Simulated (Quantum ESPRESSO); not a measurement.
# Collinear magnetic orders of MnO2 with Quantum ESPRESSO, part 2 of 3

Aim: find out which collinear order of MnO2 costs least.

Quantum ESPRESSO 7.5; LDA with U = 4 eV on Mn d (ortho-atomic projectors); plane waves with GBRV 1.5 LDA potentials, no spin-orbit coupling.

So far, absolute magnetization (μB): step 2 (run 1 (ferro ++++)) 13.8.

### Step 3. Start 2: antiferro ++−−

File pw.in:

```
&CONTROL
  calculation = 'scf'
  prefix = 'pwscf'
  outdir = './tmp'
  pseudo_dir = './pseudo'
  disk_io = 'nowf'
/
&SYSTEM
  ibrav = 0
  celldm(1) = 8
  nat = 12
  ntyp = 3
  ecutwfc = 40
  ecutrho = 280
  nbnd = 70
  occupations = 'smearing'
  smearing = 'fd'
  degauss = 0.00367493
  nspin = 2
  starting_magnetization(1) = 0.3
  starting_magnetization(2) = -0.3
  starting_magnetization(3) = 0
/
&ELECTRONS
  conv_thr = 2.4d-08
  electron_maxstep = 150
  mixing_beta = 0.3
/
ATOMIC_SPECIES
Mn1    54.9380 mn_lda_v1.5.uspp.F.UPF
Mn2    54.9380 mn_lda_v1.5.uspp.F.UPF
O      15.9990 o_lda_v1.2.uspp.F.UPF
CELL_PARAMETERS alat
   0.0000000000000    0.9495856074707    0.9495856074707
   0.9495856074707    0.0000000000000    0.9495856074707
   0.9495856074707    0.9495856074707    0.0000000000000
ATOMIC_POSITIONS crystal
Mn1     0.6250000000    0.1250000000    0.6250000000
Mn1     0.1250000000    0.6250000000    0.6250000000
Mn2     0.6250000000    0.6250000000    0.1250000000
Mn2     0.6250000000    0.6250000000    0.6250000000
O       0.8328612900    0.3890462400    0.3890462400
O       0.3890462400    0.8328612900    0.3890462400
O       0.3890462400    0.3890462400    0.3890462400
O       0.3890462400    0.3890462400    0.8328612900
O       0.8609537600    0.4171387100    0.8609537600
O       0.4171387100    0.8609537600    0.8609537600
O       0.8609537600    0.8609537600    0.4171387100
O       0.8609537600    0.8609537600    0.8609537600
K_POINTS automatic
4 4 4 0 0 0
HUBBARD {ortho-atomic}
U Mn1-3d 4.0000
U Mn2-3d 4.0000
```

Run with:

```bash
> OMP_NUM_THREADS=1 mpirun -n 4 pw.x -nk 4 -in pw.in > pw.out
```

What it wrote:

```text
[banner, memory and clock lines left out]
Program PWSCF v.7.5 starts

     Message from routine setup:
     using ibrav=0 with symmetry is DISCOURAGED, use correct ibrav instead

     bravais-lattice index     =            0
     lattice parameter (alat)  =       8.0000  a.u.
     unit-cell volume          =     876.8036 (a.u.)^3
     number of atoms/cell      =           12
     number of atomic types    =            3
     number of electrons       =       108.00
     number of Kohn-Sham states=           70
     kinetic-energy cutoff     =      40.0000  Ry
     charge density cutoff     =     280.0000  Ry
     scf convergence threshold =      2.4E-08
     mixing beta               =       0.3000
     number of iterations used =            8  plain     mixing
     Exchange-correlation= SLA  PZ   NOGX NOGC
                           (   1   1   0   0   0   0   0)
     Hubbard projectors: ortho-atomic
     Hubbard parameters of DFT+U (Dudarev formulation) in eV:
     U(Mn1-3d) =  4.0000
     U(Mn2-3d) =  4.0000

     Internal variables: lda_plus_u =T, lda_plus_u_kind = 0

     Internal variables: orbital_resolved =F, hub_pot_fix =F, apply_U = F

     celldm(1)=   8.000000  celldm(2)=   0.000000  celldm(3)=   0.000000
     celldm(4)=   0.000000  celldm(5)=   0.000000  celldm(6)=   0.000000

     crystal axes: (cart. coord. in units of alat)
               a(1) = (   0.000000   0.949586   0.949586 )
               a(2) = (   0.949586   0.000000   0.949586 )
               a(3) = (   0.949586   0.949586   0.000000 )

     reciprocal axes: (cart. coord. in units 2 pi/alat)
               b(1) = ( -0.526545  0.526545  0.526545 )
               b(2) = (  0.526545 -0.526545  0.526545 )
               b(3) = (  0.526545  0.526545 -0.526545 )

     PseudoPot. # 1 for Mn read from file:
     mn_lda_v1.5.uspp.F.UPF
     Pseudo is Ultrasoft + core correction, Zval = 15.0

     PseudoPot. # 2 for Mn read from file:
     mn_lda_v1.5.uspp.F.UPF
     Pseudo is Ultrasoft + core correction, Zval = 15.0

     PseudoPot. # 3 for O  read from file:
     o_lda_v1.2.uspp.F.UPF
     Pseudo is Ultrasoft + core correction, Zval =  6.0

     atomic species   valence    mass     pseudopotential
     Mn1              15.00    54.93800     Mn( 1.00)
     Mn2              15.00    54.93800     Mn( 1.00)
     O                 6.00    15.99900     O ( 1.00)

     Starting magnetic structure
     atomic species   magnetization
     Mn1             0.300
     Mn2            -0.300
     O               0.000

      8 Sym. Ops., with inversion, found ( 4 have fractional translation)

   Cartesian axes

     site n.     atom                  positions (alat units)
         1        Mn1    tau(   1) = (   0.7121892   1.1869820   0.7121892  )
         2        Mn1    tau(   2) = (   1.1869820   0.7121892   0.7121892  )
         3        Mn2    tau(   3) = (   0.7121892   0.7121892   1.1869820  )
         4        Mn2    tau(   4) = (   1.1869820   1.1869820   1.1869820  )
         5        O      tau(   5) = (   0.7388654   1.1603058   1.1603058  )
         6        O      tau(   6) = (   1.1603058   0.7388654   1.1603058  )
         7        O      tau(   7) = (   0.7388654   0.7388654   0.7388654  )
         8        O      tau(   8) = (   1.1603058   1.1603058   0.7388654  )
         9        O      tau(   9) = (   1.2136582   1.6350986   1.2136582  )
        10        O      tau(  10) = (   1.6350986   1.2136582   1.2136582  )
        11        O      tau(  11) = (   1.2136582   1.2136582   1.6350986  )
        12        O      tau(  12) = (   1.6350986   1.6350986   1.6350986  )

     number of k points=    18  Fermi-Dirac smearing, width (Ry)=  0.0037
                       cart. coord. in units 2pi/alat
        k(    1) = (   0.0000000   0.0000000   0.0000000), wk =   0.0156250
        k(    2) = (   0.1316364   0.1316364  -0.1316364), wk =   0.0625000
        k(    3) = (  -0.2632727  -0.2632727   0.2632727), wk =   0.0312500
        k(    4) = (   0.2632727   0.0000000   0.0000000), wk =   0.0625000
        k(    5) = (  -0.1316364  -0.3949091   0.3949091), wk =   0.1250000
        [... 13 further k-points ...]

     Dense  grid:    69473 G-vectors     FFT dimensions: (  60,  60,  60)

     Smooth grid:    29939 G-vectors     FFT dimensions: (  48,  48,  48)

     Check: negative core charge=   -0.000041
     Generating pointlists ...
     new r_m :   0.1855 (alat units)  1.4840 (a.u.) for type    1
     new r_m :   0.1855 (alat units)  1.4840 (a.u.) for type    2
     new r_m :   0.1855 (alat units)  1.4840 (a.u.) for type    3

     Initial potential from superposition of free atoms

     starting charge     105.9997, renormalised to     108.0000

     STARTING HUBBARD OCCUPATIONS:

     =================== HUBBARD OCCUPATIONS ===================
     ------------------------ ATOM    1 ------------------------
     Tr[ns(  1)] (up, down, total) =   5.00000  0.00000  5.00000
     Atomic magnetic moment for atom   1 =   5.00000
     [... lines left out ...]
     ------------------------ ATOM    2 ------------------------
     Tr[ns(  2)] (up, down, total) =   5.00000  0.00000  5.00000
     Atomic magnetic moment for atom   2 =   5.00000
     [... lines left out ...]
     ------------------------ ATOM    3 ------------------------
     Tr[ns(  3)] (up, down, total) =   0.00000  5.00000  5.00000
     Atomic magnetic moment for atom   3 =  -5.00000
     [... lines left out ...]
     ------------------------ ATOM    4 ------------------------
     Tr[ns(  4)] (up, down, total) =   0.00000  5.00000  5.00000
     Atomic magnetic moment for atom   4 =  -5.00000
     [... lines left out ...]
     Number of occupied Hubbard levels =   20.0000

     Atomic wfc used for Hubbard projectors are orthogonalized

     Starting wfcs are   84 randomized atomic wfcs

     Self-consistent Calculation

     iteration #  1     ecut=    40.00 Ry     beta= 0.30
     Davidson diagonalization with overlap
     ethr =  1.00E-02,  avg # of iterations =  2.4

     =================== HUBBARD OCCUPATIONS ===================
     ------------------------ ATOM    1 ------------------------
     Tr[ns(  1)] (up, down, total) =   3.61323  0.38206  3.99529
     Atomic magnetic moment for atom   1 =   3.23117
     [... lines left out ...]
     ------------------------ ATOM    2 ------------------------
     Tr[ns(  2)] (up, down, total) =   3.61323  0.38206  3.99529
     Atomic magnetic moment for atom   2 =   3.23117
     [... lines left out ...]
     ------------------------ ATOM    3 ------------------------
     Tr[ns(  3)] (up, down, total) =   0.38208  3.61320  3.99529
     Atomic magnetic moment for atom   3 =  -3.23112
     [... lines left out ...]
     ------------------------ ATOM    4 ------------------------
     Tr[ns(  4)] (up, down, total) =   0.38208  3.61320  3.99529
     Atomic magnetic moment for atom   4 =  -3.23112
     [... lines left out ...]
     Number of occupied Hubbard levels =   15.9812

     total energy              =   -1100.50683452 Ry
     estimated scf accuracy    <       8.48865036 Ry

     total magnetization       =     0.00 Bohr mag/cell
     absolute magnetization    =    13.66 Bohr mag/cell

     iteration #  2     ecut=    40.00 Ry     beta= 0.30
     Davidson diagonalization with overlap
     ethr =  7.86E-03,  avg # of iterations =  2.0

     total energy              =   -1102.05794409 Ry
     estimated scf accuracy    <       2.22592402 Ry

     total magnetization       =     0.00 Bohr mag/cell
     absolute magnetization    =    14.05 Bohr mag/cell

     [... further iterations left out ...]

     iteration # 14     ecut=    40.00 Ry     beta= 0.30
     Davidson diagonalization with overlap
     ethr =  1.69E-10,  avg # of iterations =  2.0

     total energy              =   -1102.48392746 Ry
     estimated scf accuracy    <       0.00000003 Ry

     total magnetization       =    -0.00 Bohr mag/cell
     absolute magnetization    =    13.51 Bohr mag/cell

     iteration # 15     ecut=    40.00 Ry     beta= 0.30
     Davidson diagonalization with overlap
     ethr =  3.01E-11,  avg # of iterations =  2.0

     Magnetic moment per site  (integrated on atomic sphere of radius R)
     atom   1 (R=0.186)  charge= 11.7246  magn=  2.6768
     atom   2 (R=0.186)  charge= 11.7246  magn=  2.6768
     atom   3 (R=0.186)  charge= 11.7246  magn= -2.6768
     atom   4 (R=0.186)  charge= 11.7246  magn= -2.6768
     atom   5 (R=0.186)  charge=  5.2271  magn=  0.0315
     atom   6 (R=0.186)  charge=  5.2271  magn=  0.0315
     atom   7 (R=0.186)  charge=  5.2271  magn= -0.0315
     atom   8 (R=0.186)  charge=  5.2271  magn= -0.0315
     atom   9 (R=0.186)  charge=  5.2271  magn=  0.0315
     atom  10 (R=0.186)  charge=  5.2271  magn=  0.0315
     atom  11 (R=0.186)  charge=  5.2271  magn= -0.0315
     atom  12 (R=0.186)  charge=  5.2271  magn= -0.0315

     End of self-consistent calculation

     =================== HUBBARD OCCUPATIONS ===================
     ------------------------ ATOM    1 ------------------------
     Tr[ns(  1)] (up, down, total) =   4.07526  0.99948  5.07474
     Atomic magnetic moment for atom   1 =   3.07578
     [... lines left out ...]
     ------------------------ ATOM    2 ------------------------
     Tr[ns(  2)] (up, down, total) =   4.07526  0.99948  5.07474
     Atomic magnetic moment for atom   2 =   3.07578
     [... lines left out ...]
     ------------------------ ATOM    3 ------------------------
     Tr[ns(  3)] (up, down, total) =   0.99948  4.07525  5.07473
     Atomic magnetic moment for atom   3 =  -3.07578
     [... lines left out ...]
     ------------------------ ATOM    4 ------------------------
     Tr[ns(  4)] (up, down, total) =   0.99948  4.07525  5.07473
     Atomic magnetic moment for atom   4 =  -3.07578
     [... lines left out ...]
     Number of occupied Hubbard levels =   20.2989

     [... lines left out ...]
     the Fermi energy is     7.6695 ev

!    total energy              =   -1102.48392747 Ry
     estimated scf accuracy    <          5.6E-09 Ry
     smearing contrib. (-TS)   =      -0.00000000 Ry
     internal energy E=F+TS    =   -1102.48392747 Ry

     The total energy is F=E-TS. E is the sum of the following terms:
     one-electron contribution =    -774.65267292 Ry
     hartree contribution      =     430.37025325 Ry
     xc contribution           =    -161.89697779 Ry
     ewald contribution        =    -597.04272848 Ry
     Hubbard energy            =       0.73819848 Ry

     total magnetization       =     0.00 Bohr mag/cell
     absolute magnetization    =    13.51 Bohr mag/cell

     convergence has been achieved in  15 iterations
```

Wall time 64 s (4 MPI ranks of Intel Xeon Platinum 8488C (Sapphire Rapids), shared host); peak memory 0.93 GiB.

Spin moment in the atom's sphere by atom:

```
atom  spin moment in the atom's sphere (μB)
 Mn1                                   2.68
 Mn2                                   2.68
 Mn3                                  -2.68
 Mn4                                  -2.68
  O5                                   0.03
  O6                                   0.03
  O7                                  -0.03
  O8                                  -0.03
  O9                                   0.03
 O10                                   0.03
 O11                                  -0.03
 O12                                  -0.03
```

Read from the output:

| Quantity | Value |
| --- | --- |
| smearing term TS | 2.02e-9 eV |
| magnetization | 0 μB |
| absolute magnetization | 13.51 μB |
| final state | antiferromagnetic |

### Step 4. Run 3 (ferri +++−)

pw.in: that of step 3 with these lines changed.

```diff
@@ -14,3 +14,3 @@
   ecutrho = 280
-  nbnd = 70
+  nbnd = 74
   occupations = 'smearing'
@@ -39,3 +39,3 @@
 Mn1     0.1250000000    0.6250000000    0.6250000000
-Mn2     0.6250000000    0.6250000000    0.1250000000
+Mn1     0.6250000000    0.6250000000    0.1250000000
 Mn2     0.6250000000    0.6250000000    0.6250000000
```

What it wrote:

```text
     [... lines left out ...]
Program PWSCF v.7.5 starts
     [... lines left out ...]
     number of atoms/cell      =           12
     [... lines left out ...]
     number of electrons       =       108.00
     number of Kohn-Sham states=           74
     kinetic-energy cutoff     =      40.0000  Ry
     charge density cutoff     =     280.0000  Ry
     scf convergence threshold =      2.4E-08
     [... lines left out ...]
     12 Sym. Ops., with inversion, found ( 6 have fractional translation)
     [... lines left out ...]
     number of k points=    13  Fermi-Dirac smearing, width (Ry)=  0.0037
     [... lines left out ...]
     iteration # 15     ecut=    40.00 Ry     beta= 0.30
     [... lines left out ...]
     Magnetic moment per site  (integrated on atomic sphere of radius R)
     atom   1 (R=0.186)  charge= 11.7256  magn=  2.7243
     atom   2 (R=0.186)  charge= 11.7256  magn=  2.7243
     atom   3 (R=0.186)  charge= 11.7256  magn=  2.7243
     atom   4 (R=0.186)  charge= 11.7235  magn= -2.6264
     atom   5 (R=0.186)  charge=  5.2276  magn= -0.0313
     atom   6 (R=0.186)  charge=  5.2276  magn= -0.0313
     atom   7 (R=0.186)  charge=  5.2251  magn= -0.0989
     atom   8 (R=0.186)  charge=  5.2276  magn= -0.0313
     atom   9 (R=0.186)  charge=  5.2276  magn= -0.0313
     atom  10 (R=0.186)  charge=  5.2276  magn= -0.0313
     atom  11 (R=0.186)  charge=  5.2276  magn= -0.0313
     atom  12 (R=0.186)  charge=  5.2251  magn= -0.0989
     [... lines left out ...]
     Tr[ns(  1)] (up, down, total) =   4.09910  0.97226  5.07136
     [... lines left out ...]
     Tr[ns(  2)] (up, down, total) =   4.09910  0.97226  5.07136
     [... lines left out ...]
     Tr[ns(  3)] (up, down, total) =   4.09910  0.97226  5.07136
     [... lines left out ...]
     Tr[ns(  4)] (up, down, total) =   1.02838  4.04947  5.07785
     [... lines left out ...]
     the Fermi energy is     7.6957 ev
!    total energy              =   -1102.48827649 Ry
     estimated scf accuracy    <          9.6E-09 Ry
     smearing contrib. (-TS)   =      -0.00000000 Ry
     [... lines left out ...]
     total magnetization       =     6.00 Bohr mag/cell
     absolute magnetization    =    13.57 Bohr mag/cell
     convergence has been achieved in  15 iterations
```

It took 54 s on 4 MPI ranks; peak memory 0.89 GiB.

Spin moment in the atom's sphere by atom:

```
atom  spin moment in the atom's sphere (μB)
 Mn1                                   2.72
 Mn2                                   2.72
 Mn3                                   2.72
 Mn4                                  -2.63
  O5                                  -0.03
  O6                                  -0.03
  O7                                  -0.10
  O8                                  -0.03
  O9                                  -0.03
 O10                                  -0.03
 O11                                  -0.03
 O12                                  -0.10
```

This step gave:

- smearing term TS: 2.97e-9 eV
- magnetization: 6 μB
- absolute magnetization: 13.57 μB
- final state: ferrimagnetic

### Step 5. Ranking

An order is kept where moments of 0.15 μB or more survive with the typed signs; meshes match where a doubled cell samples the same k points as the first cell.

Ferrimagnetic means that a moment over 0.15 μB on a transition or rare-earth metal, induced ones included, opposes the net moment. Orders:

```
         start        final state  typed order kept  energy over the lowest (meV a seeded atom)  largest site moment (μB)  net moment (μB a cell of the first run)  mesh matched  CPU time (s)
    ferro ++++      ferromagnetic               yes                                           0                     2.769                                       12           yes         130.6
antiferro ++--  antiferromagnetic               yes                                       57.65                     2.677                                        0           yes         255.9
    ferri +++-      ferrimagnetic               yes                                       42.86                     2.724                                        6           yes         216.6
```

### Step 6. The lowest state again, with its states saved

File pw.in:

```
&CONTROL
  calculation = 'scf'
  prefix = 'pwscf'
  outdir = './tmp'
  pseudo_dir = './pseudo'
  disk_io = 'low'
/
&SYSTEM
  ibrav = 0
  celldm(1) = 8
  nat = 12
  ntyp = 2
  ecutwfc = 40
  ecutrho = 280
  nbnd = 83
  occupations = 'smearing'
  smearing = 'fd'
  degauss = 0.00367493
  nspin = 2
  starting_magnetization(1) = 0.3
  starting_magnetization(2) = 0
/
&ELECTRONS
  conv_thr = 2.4d-08
  electron_maxstep = 150
  mixing_beta = 0.3
/
ATOMIC_SPECIES
Mn     54.9380 mn_lda_v1.5.uspp.F.UPF
O      15.9990 o_lda_v1.2.uspp.F.UPF
CELL_PARAMETERS alat
   0.0000000000000    0.9495856074707    0.9495856074707
   0.9495856074707    0.0000000000000    0.9495856074707
   0.9495856074707    0.9495856074707    0.0000000000000
ATOMIC_POSITIONS crystal
Mn      0.6250000000    0.1250000000    0.6250000000
Mn      0.1250000000    0.6250000000    0.6250000000
Mn      0.6250000000    0.6250000000    0.1250000000
Mn      0.6250000000    0.6250000000    0.6250000000
O       0.8328612900    0.3890462400    0.3890462400
O       0.3890462400    0.8328612900    0.3890462400
O       0.3890462400    0.3890462400    0.3890462400
O       0.3890462400    0.3890462400    0.8328612900
O       0.8609537600    0.4171387100    0.8609537600
O       0.4171387100    0.8609537600    0.8609537600
O       0.8609537600    0.8609537600    0.4171387100
O       0.8609537600    0.8609537600    0.8609537600
K_POINTS automatic
4 4 4 0 0 0
HUBBARD {ortho-atomic}
U Mn-3d 4.0000
```

What it wrote:

```text
     [... lines left out ...]
Program PWSCF v.7.5 starts
     [... lines left out ...]
     number of atoms/cell      =           12
     [... lines left out ...]
     number of electrons       =       108.00
     number of Kohn-Sham states=           83
     kinetic-energy cutoff     =      40.0000  Ry
     charge density cutoff     =     280.0000  Ry
     scf convergence threshold =      2.4E-08
     [... lines left out ...]
     48 Sym. Ops., with inversion, found (24 have fractional translation)
     [... lines left out ...]
     number of k points=     8  Fermi-Dirac smearing, width (Ry)=  0.0037
     [... lines left out ...]
     iteration # 14     ecut=    40.00 Ry     beta= 0.30
     [... lines left out ...]
     Magnetic moment per site  (integrated on atomic sphere of radius R)
     atom   1 (R=0.186)  charge= 11.7262  magn=  2.7693
     atom   2 (R=0.186)  charge= 11.7262  magn=  2.7693
     atom   3 (R=0.186)  charge= 11.7262  magn=  2.7693
     atom   4 (R=0.186)  charge= 11.7262  magn=  2.7693
     atom   5 (R=0.186)  charge=  5.2267  magn= -0.0947
     atom   6 (R=0.186)  charge=  5.2267  magn= -0.0947
     atom   7 (R=0.186)  charge=  5.2267  magn= -0.0947
     atom   8 (R=0.186)  charge=  5.2267  magn= -0.0947
     atom   9 (R=0.186)  charge=  5.2267  magn= -0.0947
     atom  10 (R=0.186)  charge=  5.2267  magn= -0.0947
     atom  11 (R=0.186)  charge=  5.2267  magn= -0.0947
     atom  12 (R=0.186)  charge=  5.2267  magn= -0.0947
     [... lines left out ...]
     Tr[ns(  1)] (up, down, total) =   4.12083  0.94615  5.06698
     [... lines left out ...]
     Tr[ns(  2)] (up, down, total) =   4.12083  0.94615  5.06698
     [... lines left out ...]
     Tr[ns(  3)] (up, down, total) =   4.12083  0.94615  5.06698
     [... lines left out ...]
     Tr[ns(  4)] (up, down, total) =   4.12083  0.94615  5.06698
     [... lines left out ...]
     the Fermi energy is     7.7453 ev
!    total energy              =   -1102.50087652 Ry
     estimated scf accuracy    <          5.7E-09 Ry
     smearing contrib. (-TS)   =      -0.00000000 Ry
     [... lines left out ...]
     total magnetization       =    12.00 Bohr mag/cell
     absolute magnetization    =    13.76 Bohr mag/cell
     convergence has been achieved in  14 iterations
```

Run time: 34 s. Hardware: 4 MPI ranks; peak memory 0.66 GiB.

Numbers from this step:

| Item | Value |
| --- | --- |
| smearing term TS | 3.90e-9 eV |
| magnetization | 12 μB |
| absolute magnetization | 13.76 μB |
| final state | ferromagnetic |
| largest moment | 2.769 μB |

[end of part 2 of 3]

[Logs and program files are shortened in this print: banners, set-up blocks, solver, clock and traceback lines can be left out without a mark of their own.]

[Logs are printed without paths, hosts, clocks, repeated set-up lines and the standing remarks that a program may print on its own settings, such as how far it seeks lower states.]

[Hosts, paths, dates, database ids (printed as entryN), source tags and the programs' standing remarks are cut or masked in the printed files.]

[Where a cell is said to come from a database of computed structures, the database is the Materials Project.]
